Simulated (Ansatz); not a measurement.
# What NaGeCl3 (built on the sites of a database entry of CsGeBr3) distorts into, part 2 of 2

Which phase does NaGeCl3 (built on the sites of a database entry of CsGeBr3) fall into along its unstable mode, and how much energy does it gain?

Ansatz 0.2.0; DFT PBEsol, scalar-relativistic, plane waves, PAW.

So far, highest frequency on the path or at a solved wavevector (cm⁻¹): step 2 (response at finite wavevector) 270. Also lowest frequency on the path (cm⁻¹): step 2 -90.6.

The structure was built from a prototype and need not be the compound's stable phase.

### 6. Relaxation from the frozen mode

Starting from the lowest point found, all atoms and the cell are let go, so that strain and other modes of the same symmetry can join in.

input.yaml

```yaml
crystal:
  lattice:
    - [5.1317724219, 5.1317724219, 0.0]
    - [5.1317724219, 0.0, 5.1317724219]
    - [5.1317724219, 0.0, -5.1317724219]
  atoms:
    - { symbol: Na, position: [0.0675030249, -0.0337515124, -0.1012545373] }
    - { symbol: Na, position: [-0.0675030249, 0.5337515124, 0.6012545373] }
    - { symbol: Ge, position: [0.5, 0.25, 0.75] }
    - { symbol: Ge, position: [0.5, 0.75, 0.25] }
    - { symbol: Cl, position: [0.5130864082, -0.0130864082, -0.0130864082] }
    - { symbol: Cl, position: [0.4869135918, 0.5130864082, 0.5130864082] }
    - { symbol: Cl, position: [0.0, 0.5, -0.0130864082] }
    - { symbol: Cl, position: [0.0, 0.0, 0.5130864082] }
    - { symbol: Cl, position: [0.4869135918, 0.0, 0.5130864082] }
    - { symbol: Cl, position: [0.5130864082, 0.5, -0.0130864082] }
kpoints:
  mp_grid: { grid: [6, 6, 6] }
hamiltonian:
  xc: pbesol
scf:
  occupations: { method: fixed }
output:
  forces: true
  stress: true
  eigenvalues: true
  write_density: true
  write_potential: true
  elf: true
  volumetric_format: npy
relax:
  adjacent_minimum: "off"
  f_tol: 0.002
  max_steps: 120
  cell: { stress_tol: 0.03 }
```

On the command line:

```console
> ansatz run input.yaml --threads 8 --pin off --max-ram 14336MiB --backend cpu --events-out ev --progress --plain --runs-dir out
```

Numbers of over 12 decimals in the logs are rounded to 6 here.

What it wrote:

```text
[...]
Crystal: 10 atoms, lattice volume = 270.291 Å³
Basis set: ecut = 420 eV, 5209 PW (Γ), exchange–correlation on 100×100×100 points (8 copies of the dense FFT grid, shifted against one another)
Bands: 54, of which v1, the nominal top of the filled ones, is band 44 counted from 1 (43 counted from 0)
Symmetry: 12 space group operations
[...]
k-points: 32 of 216
[...]
SCF iter   1: F=—  HF=-17834.504266 eV  |F-HF|=—  |Δ(HF+E_count)|=         —  Δρ=2.82e-3  dr2=3.24e-2  ethr=1.77e-3  ⟨swp⟩=4.9  Hψ=5660  notcnv=0  defer=234
[...]
SCF iter   8: F=-17834.487766 eV  HF=-17834.487766 eV  |F-HF|=2.69e-8  |Δ(HF+E_count)|=   4.53e-7  Δρ=3.67e-6  dr2=2.80e-8  ethr=1.14e-10  ⟨swp⟩=17.9  Hψ=14289  notcnv=0
SCF 1 converged in 8 iterations: F = -17834.487766 eV  dr2 = 2.80e-8
[...]
relax step   1: F+E_penalty+E_count = -17834.48776625 eV  Δ(F+E_penalty+E_count) = +0.000e0 eV  max|allowed force component| = 1.211e-1 eV/Å  Δτ_max = 0.0000 Å  P = +0.327 GPa  Ω = 270.291 Å³  (8 SCF iters, dr2 threshold 1.00e-7 eV, accepted)
Crystal: 10 atoms, lattice volume = 274.678 Å³
Basis set: ecut = 420 eV, 5343 PW (Γ), exchange–correlation on 100×100×100 points (8 copies of the dense FFT grid, shifted against one another)
[...]
iter 1 solved again at ethr=1.65e-4 eV; its pass at ethr=3.10e-3 eV (dr2=1.45e-1 eV) is discarded
[...]
SCF iter   7: F=-17834.534066 eV  HF=-17834.534065 eV  |F-HF|=8.07e-7  |Δ(HF+E_count)|=   4.02e-6  Δρ=7.72e-6  dr2=2.01e-7  ethr=1.04e-9  ⟨swp⟩=16.7  Hψ=15050  notcnv=0
SCF 2 converged in 7 iterations: F = -17834.534066 eV  dr2 = 2.01e-7
  Residual-converged pass: ⟨swp⟩=1.0  Hψ=1856  notcnv=0  max |occ|·‖R‖ = 6.9e-9 eV (tolerance 1.0e-8 eV)  dr2=2.01e-7  dr2_onsite=4.37e-8  max |Δocc| = 0.0e0
relax step   2: F+E_penalty+E_count = -17834.53406608 eV  Δ(F+E_penalty+E_count) = -4.630e-2 eV  max|allowed force component| = 1.088e-1 eV/Å  Δτ_max = 0.1266 Å  P = -0.093 GPa  Ω = 274.678 Å³  energy of the carried Pulay correction = -1.614e-4 eV  (7 SCF iters, dr2 threshold 9.17e-7 eV, accepted)
Crystal: 10 atoms, lattice volume = 277.170 Å³
Basis set: ecut = 420 eV, 5397 PW (Γ), exchange–correlation on 100×100×100 points (8 copies of the dense FFT grid, shifted against one another)
[...]
SCF iter   7: F=-17834.602719 eV  HF=-17834.602719 eV  |F-HF|=3.25e-7  |Δ(HF+E_count)|=   2.72e-6  Δρ=7.00e-6  dr2=2.30e-7  ethr=8.41e-10  ⟨swp⟩=16.7  Hψ=13936  notcnv=0
SCF 3 converged in 7 iterations: F = -17834.602719 eV  dr2 = 2.30e-7
relax step   3: F+E_penalty+E_count = -17834.60271894 eV  Δ(F+E_penalty+E_count) = -6.865e-2 eV  max|allowed force component| = 4.094e-2 eV/Å  Δτ_max = 0.1951 Å  P = +0.064 GPa  Ω = 277.170 Å³  energy of the carried Pulay correction = -2.519e-4 eV  (7 SCF iters, dr2 threshold 7.40e-7 eV, accepted)
[...]
relax step   4: F+E_penalty+E_count = -17834.60444666 eV  Δ(F+E_penalty+E_count) = -1.728e-3 eV  max|allowed force component| = 4.180e-2 eV/Å  Δτ_max = 0.1285 Å  P = +0.112 GPa  Ω = 279.967 Å³  energy of the carried Pulay correction = -3.526e-4 eV  (8 SCF iters, dr2 threshold 1.05e-7 eV, accepted)
[...]
relax step   5: F+E_penalty+E_count = -17834.60908368 eV  Δ(F+E_penalty+E_count) = -4.637e-3 eV  max|allowed force component| = 1.007e-2 eV/Å  Δτ_max = 0.0502 Å  P = +0.002 GPa  Ω = 279.509 Å³  energy of the carried Pulay correction = -3.361e-4 eV  (7 SCF iters, dr2 threshold 1.09e-7 eV, accepted)
[...]
relax step   6: F+E_penalty+E_count = -17834.60914548 eV  Δ(F+E_penalty+E_count) = -6.181e-5 eV  max|allowed force component| = 2.404e-3 eV/Å  Δτ_max = 0.0042 Å  P = -0.000 GPa  Ω = 279.499 Å³  energy of the carried Pulay correction = -3.358e-4 eV  (6 SCF iters, dr2 threshold 6.34e-9 eV, accepted)
[...]
relax step   7: F+E_penalty+E_count = -17834.60915743 eV  Δ(F+E_penalty+E_count) = -1.195e-5 eV  max|allowed force component| = 1.181e-4 eV/Å  Δτ_max = 0.0014 Å  P = +0.000 GPa  Ω = 279.499 Å³  energy of the carried Pulay correction = -3.358e-4 eV  (7 SCF iters, dr2 threshold 3.61e-10 eV, accepted)
[...]
SCF iter   8: F=-17834.609560 eV  HF=-17834.609560 eV  |F-HF|=1.31e-10  |Δ(HF+E_count)|=  6.95e-10  Δρ=1.12e-7  dr2=2.80e-11  ethr=1.00e-12  ⟨swp⟩=14.8  Hψ=12202  notcnv=0
SCF 8 converged in 8 iterations: F = -17834.609560 eV  dr2 = 2.80e-11
relax step   8: F+E_penalty+E_count = -17834.60955976 eV  Δ(F+E_penalty+E_count) = -4.023e-4 eV  max|allowed force component| = 1.146e-4 eV/Å  Δτ_max = 0.0000 Å  P = +0.002 GPa  Ω = 279.499 Å³  stress off target by 4.04e-3 GPa  SCF on the basis re-selected at this cell (its energy is not comparable with the rows above)  (8 SCF iters)
basis re-selected at this cell: Δ(F+E_penalty+E_count) = -4.023e-4 eV, ΔP = +0.002 GPa vs the last step (what re-selecting the basis moved, of the pressure what is left beyond the Pulay correction that the steps carried, after the strain that the cell walked since its last selection, with what the two solves' SCF thresholds leave and, on support functions, any second-order correction that the steps lacked; it is no m [...]
SCF converged after 8 iterations
Free energy (F): -17834.609560 eV
[...]
Internal energy: -17834.609560 eV  (E = F + TS)
E sigma→0 (E₀):  -17834.609560 eV
Fermi energy:    3.673250 eV
[...]
--- Forces (eV/Å), atoms counted from 1 ---
  atom   1  Na    -0.00011460     0.00011460     0.00011460
  atom   2  Na     0.00011460    -0.00011460    -0.00011460
  atom   3  Ge    -0.00000000     0.00000000     0.00000000
  atom   4  Ge     0.00000000     0.00000000    -0.00000000
  atom   5  Cl     0.00007438    -0.00007438     0.00003779
  atom   6  Cl    -0.00007438     0.00007438    -0.00003779
  atom   7  Cl     0.00007438     0.00003779    -0.00007438
  atom   8  Cl    -0.00007438    -0.00003779     0.00007438
  atom   9  Cl     0.00003779     0.00007438     0.00007438
  atom  10  Cl    -0.00003779    -0.00007438    -0.00007438
  max |Σ_I F_I| component: 2.32e-18 eV/Å
--- Stress (GPa, compression-positive) ---
        0.001744      -0.001148      -0.001148
       -0.001148       0.001744       0.001148
       -0.001148       0.001148       0.001744
  P = ⅓ Tr σ = 0.0017 GPa (0.017 kbar)
--- Band table (eV; the first three rows and the last of 32) ---
  k-point 0: bands = [... 40 lower, 0.8380, 0.8380, 0.9601, 3.6733, 4.3716, 4.3716, 4.4108, 5.5690, ... 6 higher]
  k-point 1: bands = [... 40 lower, 0.7717, 0.7717, 0.9246, 2.9091, 4.7243, 4.7243, 5.1609, 5.7548, ... 6 higher]
  k-point 2: bands = [... 40 lower, 0.6604, 0.6604, 0.8357, 1.9101, 5.5838, 5.5838, 6.1009, 6.2362, ... 6 higher]
  k-point 31: bands = [... 40 lower, 0.5762, 0.5868, 1.5185, 1.7144, 5.3364, 5.5677, 6.7325, 6.9843, ... 6 higher]
--- Relaxed structure (7 steps of the walk, 7 accepted, 1 SCFs on fresh bases) ---
  F+E_penalty+E_count = -17834.60955976 eV   max|allowed force component| = 1.146e-4 eV/Å   (the final SCF, on the basis selected at the relaxed cell)
  cell:  # Å, volume = 279.4992 Å³
    - [5.116050, 5.116050, 1.3877787807814457e-17]
    - [5.116050, 0.0, 5.116050]
    - [5.264856, -0.148807, -5.264856]
  atoms:
    - { symbol: Na, position: [0.112193, -0.056096, -0.168289] }
    - { symbol: Na, position: [-0.112193, 0.556096, 0.668289] }
    - { symbol: Ge, position: [0.5, 0.25, 0.750000] }
    - { symbol: Ge, position: [0.500000, 0.75, 0.250000] }
    - { symbol: Cl, position: [0.513928, -0.013699, -0.014157] }
    - { symbol: Cl, position: [0.486072, 0.513699, 0.514157] }
    - { symbol: Cl, position: [0.000457778, 0.499771, -0.014157] }
    - { symbol: Cl, position: [-0.000457778, 0.000228889, 0.514157] }
    - { symbol: Cl, position: [0.486072, 0.000228889, 0.514157] }
    - { symbol: Cl, position: [0.513928, 0.499771, -0.014157] }
```

The job ended after 64 s (8 threads of Arm Neoverse N1, shared host; peak memory 1.2 GiB; 8.1 min of CPU time).

Relaxation path:

```
step  energy less that of the first step (eV)  largest force component (eV/Å)  pressure (GPa)  volume (Å³)
   1                                   0.0000                          0.1211            0.33       270.29
   2                                  -0.0463                          0.1088           -0.09       274.68
   3                                  -0.1150                          0.0409            0.06       277.17
   4                                  -0.1167                          0.0418            0.11       279.97
   5                                  -0.1213                          0.0101            0.00       279.51
   6                                  -0.1214                          0.0024            0.00       279.50
   7                                  -0.1214                          0.0001            0.00       279.50
  8*                                  -0.1218                          0.0001            0.00       279.50
```

Relaxation steps marked * repeat the geometry before them on a plane-wave basis chosen anew for their cell, so energy and pressure can jump there.

Forces are held to the 12 operations that the run works with; a distortion that breaks them can't arise in this run.

```
conventional cell, symmetrised  before   after  change
                         a (Å)   7.257   7.235  -0.3 %
                         b (Å)   7.257   7.235  -0.3 %
                         c (Å)  17.777  18.496  +4.0 %
              volume (Å³/atom)   27.03   27.95  +3.4 %
```

The atoms that moved most (Å, as changes of fractional coordinates times the final cell):

```
atom      dx      dy      dz  length
 Na1  -0.239   0.239   0.239   0.413
 Na2   0.239  -0.239  -0.239   0.413
 Cl6   0.004  -0.004  -0.003   0.007
 Cl9   0.003  -0.004  -0.004   0.007
 Cl8   0.004  -0.003  -0.004   0.007
Cl10  -0.003   0.004   0.004   0.007
 Cl5  -0.004   0.004   0.003   0.007
 Cl7  -0.004   0.003   0.004   0.007
```

Final coordinates:

```cif
data_structure
_symmetry_space_group_name_H-M 'P 1'
_symmetry_Int_Tables_number 1
_cell_length_a 7.2352
_cell_length_b 7.2352
_cell_length_c 7.4471
_cell_angle_alpha 90.000
_cell_angle_beta 60.937
_cell_angle_gamma 60.000
_cell_volume 279.50
loop_
_atom_site_label
_atom_site_type_symbol
_atom_site_fract_x
_atom_site_fract_y
_atom_site_fract_z
_atom_site_occupancy
Na1 Na 0.11219 0.94390 0.83171 1
Na2 Na 0.88781 0.55610 0.66829 1
Ge3 Ge 0.50000 0.25000 0.75000 1
Ge4 Ge 0.50000 0.75000 0.25000 1
Cl5 Cl 0.51393 0.98630 0.98584 1
Cl6 Cl 0.48607 0.51370 0.51416 1
Cl7 Cl 0.00046 0.49977 0.98584 1
Cl8 Cl 0.99954 0.00023 0.51416 1
Cl9 Cl 0.48607 0.00023 0.51416 1
Cl10 Cl 0.51393 0.49977 0.98584 1
```

This step gave:

```yaml
pressure: 0.001744 GPa
gap_on_the_k_mesh: 0.6984 eV
volume_per_atom: 27.95 Å³
```

ELF in the ac plane of the conventional cell at fractional y = 0.000, with atoms of Na and Ge and Cl within 0.2 Å of it. It is the smooth field of the valence electrons, not physical close to the nuclei.

Ten even steps from '0' (0.00) to '9' (0.86), each cell a mean:
```
23432322100012322342
22357887400268886422
01379986200157998510
32124421011101343113
46300025788863100155
54100379976998510024
00000369998997410000
00000002456531000000
00134431000012443100
00268987300258987410
33346887400268875333
13432221000012222331
23432332100023332342
32257887400268986322
00258886300147887310
00023210000001232100
00000014677652000000
00000379987998510000
55200269987998410045
46300013577642000155
21136642000013565201
01379997300158998520
33346876300157875333
13431111000001112431
```
Columns run along a (7.2 Å), rows up along c (18.5 Å), edges of the conventional cell, whose origin can differ from the input's. Atoms in or near the plane, at fractional coordinates: Na at (0.00, 0.81), Na at (0.00, 0.19), Ge at (0.00, 0.50), Ge at (0.00, 0.00), Cl at (0.50, 0.75), Cl at (0.50, 0.25).

Electrostatic potential energy in the ac plane of the conventional cell at fractional y = 0.000, with atoms of Na and Ge and Cl within 0.2 Å of it. With pseudopotentials it is smooth inside the atoms' cores, unlike the true potential.

Ten even steps from '0' (-40 eV) to '9' (8 eV), each cell a mean:
```
13689999999999999742
88999999999999999988
99999999999999999999
67899999999999999986
01789999877899999840
57899998300169999875
99999999622489999999
99999999999999999999
99999999999999999999
99999999999999999999
77899999999999999987
02589999999999999731
13689999999999999742
88999999999999999988
99999999999999999999
99999999999999999999
99999999988999999999
89999998410279999998
35899998410279999874
02789999988999999850
78999999999999999988
99998899999999989999
77899999999999999987
02589999999999999731
```
Columns run along a (7.2 Å; values clipped at the 3rd and 97th percentile), rows up along c (18.5 Å), edges of the conventional cell, whose origin can differ from the input's. Atoms in or near the plane, at fractional coordinates: Na at (0.00, 0.81), Na at (0.00, 0.19), Ge at (0.00, 0.50), Ge at (0.00, 0.00), Cl at (0.50, 0.75), Cl at (0.50, 0.25).

Valence density in the ac plane of the conventional cell at fractional y = 0.000, with atoms of Na and Ge and Cl within 0.2 Å of it. It is the smooth field of the valence electrons, not physical close to the nuclei.

Ten steps, logarithmic in the rise over the least value, from '_' (0 e/Å³) to '@' (21 e/Å³), each cell a mean:
```
%%++::..________________________....--##
........::::..____________....::........
______..::::..____________....::....____
==::________________________________..--
@@##::________..::::--::..__________==%%
++::________..::====--==--..________..==
______________::--======::..____________
__________________......________________
________________________________________
______..........__________........______
::..............__________............::
@@**::..________________________..::==%%
%%++::....____________________......--##
..........::....__________..::::........
________......____________........______
________________________________________
________________..::::....______________
______________::========--..____________
**==..______..::========--..________::**
%%**::__________..::::....__________==%%
::..____....__________________..______..
____....::::....__________..::::::..____
::............____________............::
@@**::..________________________..::==%%
```
Columns run along a (7.2 Å), rows up along c (18.5 Å), edges of the conventional cell, whose origin can differ from the input's. Atoms in or near the plane, at fractional coordinates: Na at (0.00, 0.81), Na at (0.00, 0.19), Ge at (0.00, 0.50), Ge at (0.00, 0.00), Cl at (0.50, 0.75), Cl at (0.50, 0.25).

The distorted start has space group R-3m; the relaxation ends in R-3m.

### 7. What came out

```json
{"unstable mode of the parent": "q = (-0.5, -0.5, -0.5), 84i cm⁻¹", "depth at the lowest point sampled": "18.7 meV/atom", "largest atomic shift at that point": "0.6 Å", "space group reached (within 0.01 Å)": "R-3m", "energy gained over the parent (first relaxation, on the mesh of the frozen mode)": "30.9 meV/atom", "volume per atom, phase reached": "27.9 Å³", "gap on the k-mesh, phase reached": "0.698 eV"}
```

**Reading.** Along this mode the structure falls into R-3m, 30.9 meV/atom below the parent. At the parent's cell the well is 18.72 meV/atom deep on the steps tried, with its lowest point at a shift of 0.6 Å. That is the last step tried, so the steps alone don't bracket the bottom of the well. Relaxing atoms and cell changes the gain by +12.18 meV/atom against the lowest step (energies at zero smearing). The modes of the phase reached were not computed on this path. Of the 6 patterns followed to their end from this parent, this one ends 57.4 meV/atom above the lowest, Imma. Each path keeps the symmetry of its pattern, so a lower phase may lie along a pattern not tried. The starting cell was built on a prototype and not taken from a measurement, so the phase need not exist.

[Logs are printed without paths, hosts, clocks, repeated set-up lines and the standing remarks that a program may print on its own settings, such as how far it seeks lower states.]

[Hosts, paths, dates, database ids (printed as entryN), source tags and the programs' standing remarks are cut or masked in the printed files.]
